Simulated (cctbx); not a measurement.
**Solving a structure by charge flipping**

Cell a = 9.6810 Å, b = 9.6810 Å, c = 9.6810 Å, α = 90.00°, β = 90.00°, γ = 90.00°; space group Fm-3m (no. 225); content Lu4 Al48.

The data are simulated with cctbx, not measured: Cu Kα, λ = 1.54184 Å, to d = 0.8 Å, 70 % of the full sphere, strongest reflection 20000 counts, noise from counting, a 6 % proportional error and a noise floor of 2 counts (s.d.); no absorption.

Charge flipping in P1 on plain amplitudes to 0.8 Å, δ = 0.9 σ, 20 % of the reflections treated as weak, 600 cycles:

```text
cycle      R  skewness
    0  0.527     0.36
   50  0.207     8.70
  100  0.208     8.71
  150  0.206     8.65
  200  0.208     8.41
  250  0.206     8.65
  300  0.208     8.69
  350  0.200     8.53
  400  0.208     8.46
  450  0.200     8.35
  500  0.201     8.53
  550  0.204     8.55
origin shift          correlation  skewness
 0.198  0.197  0.450      0.817      0.37
 0.477  0.288  0.094      0.874      5.82
 0.322  0.097  0.195      0.861     11.79
 0.041  0.368  0.164      0.738      0.97
taken: symmetry correlation 0.861, skewness 11.79
peak      x       y       z  mult  height/sigma
Q1    0.0000  0.0000  0.5000    4     31.5
Q2    0.0000  0.1673  0.1673   48      5.7
Q3    0.0000  0.0000  0.0000    4      2.7
Q4    0.0000  0.0000  0.2769   24      1.9
Q5    0.0000  0.1841  0.3159   48      1.2
Q6    0.0000  0.0000  0.1806   24      1.1
Q7    0.0894  0.0894  0.3410   96      1.0
```

The origin is taken among those within 0.04 of the best correlation, by the skewness of the map.

Run time: 3.4 s on 1 thread of Arm Neoverse N1, on a shared host, peak memory 0.08 GiB.

Q: Assign the peaks.

Heights go roughly as Z and multiplicities must add up to the content. First model: Q1 = Lu1 (4 in the cell, height 31.5) and Q2 = Al1 (48 in the cell, height 5.7). Against the true structure, Q1 is Lu and Q2 is Al; the other peaks are not atoms.

Least squares on F², isotropic:

```text
Rint 0.049, 71 unique reflections to 0.81 A
cycle     R1     wR2    GooF  max shift (A)
   1  0.1106  0.3132  18.383   0.06653
   2  0.0145  0.0387   2.271   0.00000
final R1 0.0145 wR2 0.0387 GooF 2.271  parameters 3  data/parameter 23.7
atom        x        y        z      Ueq    occ   su(xyz)  su(Uiso or U11)
Lu1    0.00000  0.00000  0.50000   0.0139  1.000  0.00000  0.0003
Al1    0.00000  0.17216  0.17216   0.0148  1.000  0.00008  0.0003
difference map: max 0.34 min -0.52 rms 0.10
Q1    0.0000  0.2053  0.2053   48    0.36  0.45 A from Al1
Q2    0.0721  0.2500  0.2500   48    0.20  1.27 A from Al1
Q3    0.0000  0.0847  0.3155   96    0.17  1.63 A from Al1
Q4    0.0000  0.0000  0.5000    4    0.16  0.00 A from Lu1
Q5    0.0000  0.0734  0.2450   96    0.15  1.19 A from Al1
```

Anisotropic refinement:

```text
Rint 0.049, 71 unique reflections to 0.81 A
cycle     R1     wR2    GooF  max shift (A)
   1  0.0146  0.0387   2.306   0.00067
   2  0.0085  0.0168   1.000   0.00000
final R1 0.0085 wR2 0.0168 GooF 1.000  parameters 5  data/parameter 14.2
atom        x        y        z      Ueq    occ   su(xyz)  su(Uiso or U11)
Lu1    0.00000  0.00000  0.50000   0.0136  1.000  0.00000  0.0001
Al1    0.00000  0.17221  0.17221   0.0147  1.000  0.00003  0.0002
difference map: max 0.20 min -0.33 rms 0.06
Q1    0.0000  0.0747  0.2426   96    0.21  1.16 A from Al1
Q2    0.1060  0.1060  0.3940   32    0.14  1.78 A from Lu1
Q3    0.0808  0.2500  0.2500   48    0.14  1.32 A from Al1
Q4    0.0631  0.0631  0.3290   96    0.13  1.87 A from Lu1
Q5    0.0000  0.0000  0.1341   24    0.11  1.71 A from Al1
Q6    0.2102  0.2102  0.2898   32    0.11  2.36 A from Al1
```

**Reading.** The refinement ends at R1 = 0.0085, wR2 = 0.0168, GooF = 1.00, with difference density between -0.33 and 0.20 e/Å³. Every site matches the true model in element, within 0.001 Å r.m.s., up to an allowed shift of origin.

True model:

```
atom  mult.       x  y       z  Ueq (Å²)
 Lu1      4       0  0       0    0.0135
 Al1     48  0.3278  0  0.8278    0.0143
```

The model was made for the exercise: a known structure type with other elements put in, its volume estimated, not relaxed; displacement parameters are assumed.

[Middle refinement cycles are left out of these outputs.]

[Logs are printed without paths, hosts, clocks, repeated set-up lines and the standing remarks that a program may print on its own settings, such as how far it seeks lower states.]
